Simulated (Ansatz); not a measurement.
Planning a run of Ansatz 0.2.0 on LaBiS2O (P4/nmm). The input:

```yaml
crystal:
  lattice:
    - [4.055497, 0.0, 0.0]
    - [0.0, 4.055497, 0.0]
    - [0.0, 0.0, 14.173265]
  atoms:
    - { symbol: La, position: [0.5, 0.0, 0.587742] }
    - { symbol: La, position: [0.0, 0.5, 0.412258] }
    - { symbol: Bi, position: [0.0, 0.5, 0.867775] }
    - { symbol: Bi, position: [0.5, 0.0, 0.132225] }
    - { symbol: S, position: [0.5, 0.0, 0.89002] }
    - { symbol: S, position: [0.0, 0.5, 0.10998] }
    - { symbol: S, position: [0.0, 0.5, 0.690201] }
    - { symbol: S, position: [0.5, 0.0, 0.309799] }
    - { symbol: O, position: [0.0, 0.0, 0.5] }
    - { symbol: O, position: [0.5, 0.5, 0.5] }
kpoints:
  mp_grid: { grid: [6, 6, 2] }
hamiltonian:
  xc: lda
  pseudopotentials: { kind: paw, source: ansatz }
scf:
  occupations: { method: fixed }
gw:
  n_empty_bands: 695
  ecut_chi: 120.0
  qp_bands: [v3, c3]
  qp_kpoints: band_edges
  screening: { model: contour_deformation }
```

```sh
ansatz run input.yaml --threads 16 --pin off --max-ram 82944MiB --backend cuda --events-out ev --progress --plain --runs-dir out --devices 1 --max-vram 78GiB
```

Q: Estimate wall time and host memory on 1 × NVIDIA GB200 (shared by 2 runs) with 16 threads of Arm Neoverse V2, shared host.

It took 79 s; on shared hardware allow 39 s to 2.6 min. Peak host memory was 7.7 GiB. The sizes that set the cost: 15035 plane waves a state, 20 irreducible k points, 747 bands summed, 701 plane waves in the screening and 10 SCF cycles.

The screening grows as filled bands × empty bands × pairs of k points, times the square of the screening basis for the matrix.

[Paths, hosts, dates, memory and timing lines, banners, echoed tables and standing remarks are left out of the program output.]

[Logs are printed without paths, hosts, clocks, repeated set-up lines and the standing remarks that a program may print on its own settings, such as how far it seeks lower states.]

[Runs of the session that timed out or met a known fault of the program may be left out.]

[Cells called generated may have been cut or substituted from an entry of the Crystallography Open Database or the Materials Project.]

[Hosts, paths, dates, database ids (printed as entryN), source tags and the programs' standing remarks are cut or masked in the printed files.]
